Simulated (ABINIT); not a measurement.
An input for ABINIT 10.8.3 (AgCl (Fm-3m)):

```
acell 3*1.0 Angstrom
rprim 
  0.000000000000 2.772662996800 2.772662996800
  2.772662996800 0.000000000000 2.772662996800
  2.772662996800 2.772662996800 0.000000000000
ntypat 2
znucl 47 17
natom 2
typat 1 2
xred 
  0.000000000000 0.000000000000 0.000000000000
  0.500000000000 0.500000000000 0.500000000000
pp_dirpath "pseudos"
pseudos "Ag.upf, Cl.upf"
ecut 37
ngkpt 4 4 4
nshiftk 1
shiftk 0 0 0
kptopt 1
chksymbreak 0
irdden 1
istwfk *1
nband 100
prtvol 0
optdriver 6
gwr_task "HDIAGO"
paral_kgb 0
occopt 1
indata_prefix "in"
outdata_prefix "out"
tmpdata_prefix "tmp"
```

```sh
OMP_NUM_THREADS=1 mpirun -n 8 abinit run.abi > log
```

Q: How long will it take on 8 MPI ranks of Arm Neoverse V2, shared host, and how much memory?

It took 22 s; on shared hardware allow 11 s to 44 s. Peak host memory was 4.6 GiB.

[Paths, hosts, dates, memory and timing lines, banners, echoed tables and standing remarks are left out of the program output.]

[Logs are printed without paths, hosts, clocks, repeated set-up lines and the standing remarks that a program may print on its own settings, such as how far it seeks lower states.]

[Runs of the session that timed out or met a known fault of the program may be left out.]

[Hosts, paths, dates, database ids (printed as entryN), source tags and the programs' standing remarks are cut or masked in the printed files.]

[G0W0 gaps are taken among the corrected bands and points alone; a level outside them can change the order at an edge.]

[Where Ansatz stands beside ABINIT at settings called matched, ABINIT's density can come from a denser mesh and the files from another edition; pairs whose starting gaps differed by over 0.03 eV were left out, so agreement reads better than it is.]
